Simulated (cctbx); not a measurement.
**Symmetry from intensities**

Cell: a = 7.5800 Å, b = 7.5800 Å, c = 5.2180 Å, α = 90.00°, β = 90.00°, γ = 120.00°. Expected content of the cell: Ga6 Zn2 V10.

The data are simulated with cctbx, not measured: Ag Kα, λ = 0.56087 Å, to d = 0.77 Å, 80 % of the full sphere, strongest reflection 5000 counts, noise from counting, a 2 % proportional error and a noise floor of 4 counts (s.d.); no absorption.

Tests on the unmerged data give:

```text
1859 reflections to d = 0.778 A
centring   violations  <I/sigma> of those
    A        429 of   942      5.2
    B        436 of   944      5.2
    C        473 of   944      5.5
    I        426 of   922      5.4
    R        652 of  1228      5.7
    F        669 of  1415      5.3
Laue class    unique    Rint  (classes that these axes allow; Friedel mates merged)
P -1             1124   0.046
P 1 1 2/m         643   0.056
P -3              394   0.063
P -3 1 m          226   0.065
P -3 m 1          243   0.066
P 6/m             221   0.065
P 6/m m m         148   0.067
space group    extra absences  I>4sigma  <I/sigma>
P 6 2 2                 0          0         -  acentric
P 63 2 2                5          0       0.4  acentric
P 6 m m                 0          0         -  acentric
P 63 c m              198          0      -0.1  acentric
P -6 m 2                0          0         -  acentric
P -6 c 2              198          0      -0.1  acentric
P -6 2 m                0          0         -  acentric
P 6/m m m               0          0         -  centric
P 63/m c m            198          0      -0.1  centric
Wilson B = 2.24 A^2   <|E^2-1|> = 0.808 (0.968 centric, 0.736 acentric)   E^2>4: 0.8 %
shell (A)         n   <I/sigma>
 6.56 - 1.55     26     22.8
 1.55 - 1.23     21     27.6
 1.23 - 1.08     15     25.2
 1.08 - 0.98     20     14.4
 0.98 - 0.91     17     12.3
 0.91 - 0.86     17     13.4
 0.86 - 0.81     17     11.5
 0.81 - 0.78     15     13.2
```

Q: Read the symmetry from these tables.

Every centring test has many violations, so the lattice is primitive.

Rint stays low (0.046 to 0.067) up to P 6/m m m, the highest class in these axes.

9 settings pass the absence test. The most absences obeyed, 198, belong to P 63 c m, P -6 c 2 and P 63/m c m, which absences can't tell apart.

⟨|E²−1|⟩ = 0.808 lies between the two ideal values. The Wilson B of 2.24 Å² means U ≈ 0.0284 Å².

The true group is P6_3/mcm (no. 193), Laue class 6/mmm, centrosymmetric. The tables only narrow the choice to the tied entries; cell content, site symmetry and trial solutions must settle it.

The model was made for the exercise: a known structure type with other elements put in, its volume estimated, not relaxed; displacement parameters are assumed.

[Logs are printed without paths, hosts, clocks, repeated set-up lines and the standing remarks that a program may print on its own settings, such as how far it seeks lower states.]
